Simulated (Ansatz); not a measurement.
# Electron scattering at the Σ5 (210) boundary in bcc Ta, starting shift (0.33, 0), part 3 of 3

How much does the Σ5 (210) boundary in bcc Ta, starting shift (0.33, 0) reflect electrons?

Ansatz 0.2.0; Ansatz plane-wave DFT, PBE, PAW files; relaxation of a bicrystal slab with its lowest layers held; PAW set soft_1 (the session's first sound run).

So far. Step 3 (Transmission across the boundary): Over the solved energies the transmission per spin lies between 2.38 and 2.70, out of 5.52 channels of the lead on average (up to 6.09). Step 4 (Specific resistance): Averaged over the energies near the Fermi level, 46.1 % of the channels pass, which makes 0.667 fΩ m².

## 5. Single-crystal slab for reference

The free faces cost energy too. A single-crystal slab with the same faces and held layers is relaxed, so that they cancel.

This step: Ansatz plane-wave DFT, PBE, PAW files; relaxation of a single-crystal slab with its lowest layers held; PAW set soft_1 (Ansatz 0.2.0).

System of this step: Ta slab, plane (2, 1, 0). The cell holds 26 atoms: 26 Ta. Its edges and angles: a = 7.385 Å, b = 3.303 Å, c = 29.462 Å, α = 90.0°, β = 90.0°, γ = 90.0°. It derives from Ta. Vacuum lies along c.

input.yaml reads:

```yaml
crystal:
  lattice:
    - [7.3847486598, 0.0, 0.0]
    - [0.0, 3.30256, 0.0]
    - [0.0, 0.0, 29.46187165]
  atoms:
    - { symbol: Ta, position: [0.5000000001, 0.5, 0.1697108744] }
    - { symbol: Ta, position: [0.8000000001, 0.0, 0.1947763175] }
    - { symbol: Ta, position: [0.1000000001, 0.5, 0.2198417605] }
    - { symbol: Ta, position: [0.4000000001, 0.0, 0.2449072036] }
    - { symbol: Ta, position: [0.7000000001, 0.5, 0.2699726466] }
    - { symbol: Ta, position: [1.0e-10, 0.0, 0.2950380897] }
    - { symbol: Ta, position: [0.3000000001, 0.5, 0.3201035327] }
    - { symbol: Ta, position: [0.6000000001, 0.0, 0.3451689758] }
    - { symbol: Ta, position: [0.9000000001, 0.5, 0.3702344188] }
    - { symbol: Ta, position: [0.2000000001, 0.0, 0.3952998619] }
    - { symbol: Ta, position: [0.5000000001, 0.5, 0.4203653049] }
    - { symbol: Ta, position: [0.8000000001, 0.0, 0.445430748] }
    - { symbol: Ta, position: [0.1000000001, 0.5, 0.470496191] }
    - { symbol: Ta, position: [0.4000000001, 0.0, 0.4955616341] }
    - { symbol: Ta, position: [0.7000000001, 0.5, 0.5206270771] }
    - { symbol: Ta, position: [1.0e-10, 0.0, 0.5456925202] }
    - { symbol: Ta, position: [0.3, 0.5, 0.5707579632] }
    - { symbol: Ta, position: [0.6, 0.0, 0.5958234063] }
    - { symbol: Ta, position: [0.9, 0.5, 0.6208888493] }
    - { symbol: Ta, position: [0.2, 0.0, 0.6459542924] }
    - { symbol: Ta, position: [0.5, 0.5, 0.6710197354] }
    - { symbol: Ta, position: [0.8, 0.0, 0.6960851785] }
    - { symbol: Ta, position: [0.1, 0.5, 0.7211506215] }
    - { symbol: Ta, position: [0.4, 0.0, 0.7462160646] }
    - { symbol: Ta, position: [0.7, 0.5, 0.7712815076] }
    - { symbol: Ta, position: [0.0, 0.0, 0.7963469507] }
kpoints:
  mp_grid: { grid: [3, 7, 1] }
hamiltonian:
  xc: pbe
  pseudopotentials: { kind: paw, azcp: { folder: soft_1 } }
scf:
  occupations: { method: fermi_dirac, width: 0.1 }
relax:
  f_tol: 0.03
  max_steps: 80
  constraints: [{ sites: [0, 1, 2, 3, 4] }]
```

Started as:

```sh
$ ansatz run input.yaml --threads 4 --pin off --max-ram 15360MiB --backend cpu --events-out ev --progress --plain --runs-dir out
```

Numbers of over 12 decimals in the logs are rounded to 6 here.

Output:

```text
Warning: crystal.symmetry: narrowed to the stabiliser of the relax constraints — unitary ops 4 → 2; lowered at sites 0, 1, 2, 3, 4, 21, 22, 23, 24, 25 (the operations that carried what is held of a site onto what its image site leaves free; the constrained walk keeps no symmetry that its constraints do not admit)
[...]
Crystal: 26 atoms, lattice volume = 718.533 Å³
Basis set: ecut = 420 eV, 14181 PW (Γ), exchange–correlation on 100×48×400 points (8 copies of the dense FFT grid, shifted against one another)
Bands: 203, of which v1, the nominal top of the filled ones, is band 169 counted from 1 (168 counted from 0)
Symmetry: 2 space group operations
k-points: 8 of 21 (time reversal used)
[...]
SCF iter   1: F=—  HF=-258272.401404 eV  |F-HF|=—  |Δ(HF+E_count)|=         —  Δρ=5.18e-2  dr2=6.34e2  ethr=3.10e-3  ⟨swp⟩=9.1  Hψ=7823  notcnv=0  defer=15
[...]
SCF iter  10: F=-258256.362483 eV  HF=-258256.362492 eV  |F-HF|=9.25e-6  |Δ(HF+E_count)|=   7.39e-5  Δρ=1.73e-5  dr2=1.94e-5  ethr=6.66e-9  ⟨swp⟩=3.6  Hψ=6517  notcnv=0
SCF 1 converged in 10 iterations: F = -258256.362483 eV  dr2 = 1.94e-5
[...]
relax step   1: F+E_penalty+E_count = -258256.36248255 eV  Δ(F+E_penalty+E_count) = +0.000e0 eV  max|allowed force component| = 1.728e0 eV/Å  Δτ_max = 0.0000 Å  (10 SCF iters, dr2 threshold 2.25e-5 eV, accepted)
[...]
SCF iter   6: F=-258256.594687 eV  HF=-258256.594698 eV  |F-HF|=1.15e-5  |Δ(HF+E_count)|=   2.86e-5  Δρ=3.00e-5  dr2=2.04e-5  ethr=2.96e-8  ⟨swp⟩=3.0  Hψ=6337  notcnv=0
SCF 2 converged in 6 iterations: F = -258256.594687 eV  dr2 = 2.04e-5
[...]
relax step   2: F+E_penalty+E_count = -258256.59468682 eV  Δ(F+E_penalty+E_count) = -2.322e-1 eV  max|allowed force component| = 6.937e-1 eV/Å  Δτ_max = 0.1949 Å  (6 SCF iters, dr2 threshold 1.00e-4 eV, accepted)
[...]
SCF iter   6: F=-258256.638243 eV  HF=-258256.638244 eV  |F-HF|=1.78e-6  |Δ(HF+E_count)|=   1.25e-5  Δρ=2.23e-5  dr2=8.32e-6  ethr=8.90e-9  ⟨swp⟩=3.0  Hψ=6379  notcnv=0
SCF 3 converged in 6 iterations: F = -258256.638243 eV  dr2 = 8.32e-6
relax step   3: F+E_penalty+E_count = -258256.63824259 eV  Δ(F+E_penalty+E_count) = -4.356e-2 eV  max|allowed force component| = 3.156e-1 eV/Å  Δτ_max = 0.1699 Å  (6 SCF iters, dr2 threshold 3.01e-5 eV, accepted)
[...]
relax step   4: F+E_penalty+E_count = -258256.65396247 eV  Δ(F+E_penalty+E_count) = -1.572e-2 eV  max|allowed force component| = 4.504e-2 eV/Å  Δτ_max = 0.0677 Å  (6 SCF iters, dr2 threshold 1.61e-5 eV, accepted)
[...]
relax step   5: F+E_penalty+E_count = -258256.65567956 eV  Δ(F+E_penalty+E_count) = -1.717e-3 eV  max|allowed force component| = 3.001e-2 eV/Å  Δτ_max = 0.0291 Å  (7 SCF iters, accepted)
SCF iter   1: F=—  HF=-258256.657977 eV  |F-HF|=—  |Δ(HF+E_count)|=         —  Δρ=6.58e-4  dr2=1.66e-2  ethr=2.71e-5  ⟨swp⟩=2.4  Hψ=2754  notcnv=0  defer=8
[...]
SCF iter   6: F=-258256.656090 eV  HF=-258256.656090 eV  |F-HF|=1.98e-8  |Δ(HF+E_count)|=   1.56e-7  Δρ=1.97e-6  dr2=4.65e-8  ethr=2.96e-11  ⟨swp⟩=3.2  Hψ=6779  notcnv=0
SCF 6 converged in 6 iterations: F = -258256.656090 eV  dr2 = 4.65e-8
relax step   6: F+E_penalty+E_count = -258256.65608989 eV  Δ(F+E_penalty+E_count) = -4.103e-4 eV  max|allowed force component| = 1.347e-2 eV/Å  Δτ_max = 0.0155 Å  (6 SCF iters, accepted)
NSCF: frozen V_eff on 8 k-points
the band table was solved once a step of the walk had ended and its energy, with any forces and stress, was formed, with the checks that follow a solve (6768 applications of the Hamiltonian). They found nothing against the state; the energy, forces and stress were not computed again (output.eigenvalues in the input reference)
SCF converged after 6 iterations
Free energy (F): -258256.656090 eV
[...]
Internal energy: -258255.571742 eV  (E = F + TS)
E sigma→0 (E₀):  -258256.113916 eV
Entropy (-TS):   -1.084348 eV (-41.706 meV/atom)
Fermi energy:    10.810849 eV
[...]
--- Forces (eV/Å), atoms counted from 1 ---
  atom   1  Ta     0.42483747    -0.00000000     1.73096828
  atom   2  Ta    -0.73898952     0.00000000    -0.16413108
  atom   3  Ta     0.01304400    -0.00000000    -0.19818103
  atom   4  Ta     0.26085458    -0.00000000    -0.87900041
  atom   5  Ta     0.03190141    -0.00000000    -0.48656443
  atom   6  Ta    -0.00522402    -0.00000000    -0.00201927
  atom   7  Ta     0.00447695    -0.00000000     0.00419910
  atom   8  Ta    -0.00478141    -0.00000000    -0.00128935
  atom   9  Ta     0.00286543     0.00000000     0.00306710
  atom  10  Ta    -0.00130258     0.00000000    -0.00335295
  atom  11  Ta     0.00064055     0.00000000     0.00037607
  atom  12  Ta     0.00109601     0.00000000    -0.00121372
  atom  13  Ta    -0.00090914    -0.00000000    -0.00371755
  atom  14  Ta     0.00454587     0.00000000     0.00095129
  atom  15  Ta    -0.00014508    -0.00000000     0.00282573
  atom  16  Ta    -0.00034261    -0.00000000     0.00694340
  atom  17  Ta    -0.00045590    -0.00000000    -0.00103559
  atom  18  Ta     0.00218424    -0.00000000    -0.00769802
  atom  19  Ta     0.01122446     0.00000000    -0.00248578
  atom  20  Ta    -0.01263438     0.00000000     0.00246120
  atom  21  Ta     0.00596874     0.00000000     0.01347077
  atom  22  Ta    -0.00338191    -0.00000000    -0.00606459
  atom  23  Ta     0.01055351    -0.00000000     0.00048769
  atom  24  Ta    -0.00975127     0.00000000    -0.00255579
  atom  25  Ta    -0.00184635     0.00000000     0.00122267
  atom  26  Ta     0.00561013     0.00000000    -0.00772118
  max |Σ_I F_I| component: 5.74e-5 eV/Å
--- Band table (eV; the first three rows and the last of 8) ---
  k-point 0: bands = [... 165 lower, 10.9337, 10.9621, 11.1124, 11.1706, 11.2375, 11.2458, 11.2868, 11.3119, ... 30 higher]
  k-point 1: bands = [... 165 lower, 10.6645, 10.7060, 10.7563, 10.8274, 10.8410, 10.8795, 11.0313, 11.0325, ... 30 higher]
  k-point 2: bands = [... 165 lower, 10.2792, 10.3008, 10.3261, 10.3893, 10.4562, 10.5520, 10.5686, 10.6122, ... 30 higher]
  k-point 7: bands = [... 165 lower, 10.4680, 10.5761, 10.6065, 10.6302, 10.6808, 10.7481, 10.8629, 10.9037, ... 30 higher]
--- Relaxed structure (6 steps of the walk, 6 accepted, 0 SCFs on fresh bases) ---
  F+E_penalty+E_count = -258256.65608989 eV   max|allowed force component| = 1.347e-2 eV/Å
  atoms:
    - { symbol: Ta, position: [0.50000000005, 0.500000, 0.169711] }
    - { symbol: Ta, position: [0.800000, 0.0, 0.194776] }
    - { symbol: Ta, position: [0.10000000005, 0.500000, 0.219842] }
    - { symbol: Ta, position: [0.40000000005, 0.0, 0.244907] }
    - { symbol: Ta, position: [0.700000, 0.500000, 0.269973] }
    - { symbol: Ta, position: [-0.000469267, 1.1649719242451328e-19, 0.294359] }
    - { symbol: Ta, position: [0.299043, 0.500000, 0.320458] }
    - { symbol: Ta, position: [0.602870, -7.125111351752005e-19, 0.346218] }
    - { symbol: Ta, position: [0.903935, 0.500000, 0.370778] }
    - { symbol: Ta, position: [0.204629, -1.149169613229752e-18, 0.396426] }
    - { symbol: Ta, position: [0.505362, 0.500000, 0.421937] }
    - { symbol: Ta, position: [0.805825, -1.4461291359032832e-18, 0.447245] }
    - { symbol: Ta, position: [0.107083, 0.500000, 0.472680] }
    - { symbol: Ta, position: [0.407597, -1.8859268564303093e-18, 0.497858] }
    - { symbol: Ta, position: [0.708510, 0.500000, 0.523511] }
    - { symbol: Ta, position: [0.00916991, -2.2764619362796235e-18, 0.548619] }
    - { symbol: Ta, position: [0.310381, 0.500000, 0.574038] }
    - { symbol: Ta, position: [0.610631, -2.6392829426071456e-18, 0.600123] }
    - { symbol: Ta, position: [0.911339, 0.500000, 0.624202] }
    - { symbol: Ta, position: [0.215761, -3.912638001606217e-18, 0.649525] }
    - { symbol: Ta, position: [0.514530, 0.500000, 0.676712] }
    - { symbol: Ta, position: [0.813409, -3.32890277730239e-18, 0.701509] }
    - { symbol: Ta, position: [0.116928, 0.500000, 0.724768] }
    - { symbol: Ta, position: [0.422733, -5.643488542159397e-18, 0.751935] }
    - { symbol: Ta, position: [0.722710, 0.500000, 0.775652] }
    - { symbol: Ta, position: [0.017532, -4.3524026429962504e-18, 0.792508] }
```

Elapsed: 5.4 min, on 4 threads of Arm Neoverse V1, shared host; peak memory 3.1 GiB.

Step by step:

```
step  energy less that of the first step (eV)  largest force component (eV/Å)
   1                                   0.0000                          1.7276
   2                                  -0.2322                          0.6937
   3                                  -0.2758                          0.3156
   4                                  -0.2915                          0.0450
   5                                  -0.2932                          0.0300
   6                                  -0.2936                          0.0135
```

The atoms that moved most (Å):

```
atom     dx     dy      dz  length
Ta24  0.168  0.000   0.168   0.238
Ta25  0.168  0.000   0.129   0.211
Ta21  0.107  0.000   0.168   0.199
Ta22  0.099  0.000   0.160   0.188
Ta26  0.129  0.000  -0.113   0.172
Ta23  0.125  0.000   0.107   0.164
Ta20  0.116  0.000   0.105   0.157
Ta18  0.079  0.000   0.127   0.149
```

The relaxed structure:

```
Ta
1.0
     7.38475    0.00000    0.00000
     0.00000    3.30256    0.00000
     0.00000    0.00000   29.46187
Ta
26
Direct
  0.50000 0.50000 0.16971
  0.80000 0.00000 0.19478
  0.10000 0.50000 0.21984
  0.40000 0.00000 0.24491
  0.70000 0.50000 0.26997
  0.99953 0.00000 0.29436
  0.29904 0.50000 0.32046
  0.60287 0.00000 0.34622
  0.90394 0.50000 0.37078
  0.20463 0.00000 0.39643
  0.50536 0.50000 0.42194
  0.80583 0.00000 0.44724
  0.10708 0.50000 0.47268
  0.40760 0.00000 0.49786
  0.70851 0.50000 0.52351
  0.00917 0.00000 0.54862
  0.31038 0.50000 0.57404
  0.61063 0.00000 0.60012
  0.91134 0.50000 0.62420
  0.21576 0.00000 0.64952
  0.51453 0.50000 0.67671
  0.81341 0.00000 0.70151
  0.11693 0.50000 0.72477
  0.42273 0.00000 0.75193
  0.72271 0.50000 0.77565
  0.01753 0.00000 0.79251
```

Numbers from this step:

```yaml
free_energy: -258256.6561 eV
energy_at_zero_smearing: -258256.1139 eV
fermi_energy: 10.81 eV
```

The largest force component on a free atom ends at 0.013 eV/Å, under the tolerance of 0.03, after 6 steps.

## 6. Bulk reference

The perfect crystal gives the energy per atom, for the atoms by which bicrystal and slab differ.

This step: Ansatz plane-wave DFT, PBE, PAW files; bulk reference; PAW set soft_1 (Ansatz 0.2.0).

System of this step: Ta. The structure is cubic, space group Im-3m (No. 229). Conventional cell: a = 3.303 Å, b = 3.303 Å, c = 3.303 Å, α = 90.00°, β = 90.00°, γ = 90.00°. Ta has 8 Ta at 2.86 Å nearest.

input.yaml, the sections that differ from step 5:

```yaml
crystal:
  lattice:
    - [-1.65128, 1.65128, 1.65128]
    - [1.65128, -1.65128, 1.65128]
    - [1.65128, 1.65128, -1.65128]
  atoms:
    - { symbol: Ta, position: [0.0, 0.0, 0.0] }
kpoints:
  mp_grid: { grid: [18, 18, 18] }
# hamiltonian, scf: as in step 5
# relax: removed
```

Output:

```text
[...]
Crystal: 1 atoms, lattice volume = 18.010 Å³
Basis set: ecut = 420 eV, 369 PW (Γ)
Bands: 11, of which v1, the nominal top of the filled ones, is band 7 counted from 1 (6 counted from 0)
Symmetry: 48 space group operations
[...]
k-points: 195 of 5832
[...]
SCF iter   1: F=—  HF=-9933.363882 eV  |F-HF|=—  |Δ(HF+E_count)|=         —  Δρ=4.14e-2  dr2=3.21e-1  ethr=3.10e-3  ⟨swp⟩=5.0  Hψ=11058  notcnv=0
[...]
SCF iter   6: F=-9933.251922 eV  HF=-9933.251922 eV  |F-HF|=3.15e-10  |Δ(HF+E_count)|=   6.80e-9  Δρ=3.42e-6  dr2=5.94e-10  ethr=2.68e-10  ⟨swp⟩=1.0  Hψ=5631  notcnv=0
SCF 1 converged in 6 iterations: F = -9933.251922 eV  dr2 = 5.94e-10
[...]
SCF converged after 6 iterations
Free energy (F): -9933.251922 eV
[...]
Internal energy: -9933.208950 eV  (E = F + TS)
E sigma→0 (E₀):  -9933.230436 eV
Entropy (-TS):   -0.042971 eV (-42.971 meV/atom)
Fermi energy:    18.517834 eV
[...]
```

Wall time 0.72 s (4 threads); peak memory 0.28 GiB.

Numbers from this step:

```
free energy             : -9933.2519 eV
energy at zero smearing : -9933.2304 eV
Fermi energy            : 18.52 eV
```

## 7. Boundary energy

This step: Ansatz plane-wave DFT, PBE, PAW files; bicrystal less single-crystal slab less bulk atoms, a boundary area; PAW set soft_1 (Ansatz 0.2.0).

Numbers from this step:

| Item | Value |
| --- | --- |
| excess energy of the cell | 2.216 eV |
| boundary energy | 1.456 J/m² |

The boundary costs 1.5 J/m².

By hand: 2.22 eV / 24.39 Å² × 16.02 = 1.46 J/m².

## 8. Summary of results

* specific resistance of the boundary: 0.667 fΩ m²
* share of channels that pass: 0.461
* boundary energy: 1.46 J/m²

The boundary has a specific resistance of 0.67 fΩ m² and an energy of 1.5 J/m². The boundary reflects 54 % of the channels; 0.67 fΩ m² is 6.7×10⁻¹² Ω·cm². That equals the resistance of 4.9 nm of bulk Ta at 300 K (measured 13.5 µΩ cm, CRC Handbook of Chemistry and Physics, 84th ed., 2003, Electrical Resistivity of Pure Metals). In the relaxation the upper grain slid sideways by about 0.9 Å, so the result belongs to the position that it found, not to the starting one. One starting structure was relaxed; another shift or atom count at the boundary may lie lower. Spin-orbit coupling is left out, which matters for Ta.

[Logs are printed without paths, hosts, clocks, repeated set-up lines and the standing remarks that a program may print on its own settings, such as how far it seeks lower states.]

[Hosts, paths, dates, database ids (printed as entryN), source tags and the programs' standing remarks are cut or masked in the printed files.]
